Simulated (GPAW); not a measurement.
# Polarising Si/Cu(110) with a field along the normal

The dipole of the cell at several fields, atoms fixed. What does the strongest field give, and what length does the slope stand for?

**Method.** GPAW 26.7.0, plane waves (400 eV), PAW setups, PBE, 9×12 mesh, a dipole layer in the vacuum; geometry relaxed without an applied field with GPAW. The cell's area is 9.22 Å², and e/ε0 = 180.95 V Å.

What came out, but for one run:

```
field (V/Å)  dipole (e Å)
       −0.2       −0.1220
       −0.1       −0.0695
      −0.05       −0.0431
       0.05        0.0095
        0.1        0.0360
        0.2        0.0888
        0.3             ?
```

To predict: What is the dipole at 0.3 V/Å?

A: A line through the 6 points has the slope α = 0.527 e Å per V/Å and the intercept p₀ = −0.0167 e Å (r.m.s. residual 9.4e−05). At 0.3 V/Å it gives p = −0.0167 + 0.527 × 0.3 = 0.1414 e Å; the run gives 0.1416 e Å, so the response stays linear to 0.2 % of the induced part. Dividing by ε0 and the area: α/(ε0 A) = 0.527 × 180.95 / 9.22 = 10.35 Å, against 7.45 Å between the outer nuclei.

**Limits.** This is the electronic response alone; ions that move would add to it in polar layers. No run was spin-polarised, so magnetic states weren't tested.

[Logs are printed without paths, hosts, clocks, repeated set-up lines and the standing remarks that a program may print on its own settings, such as how far it seeks lower states.]
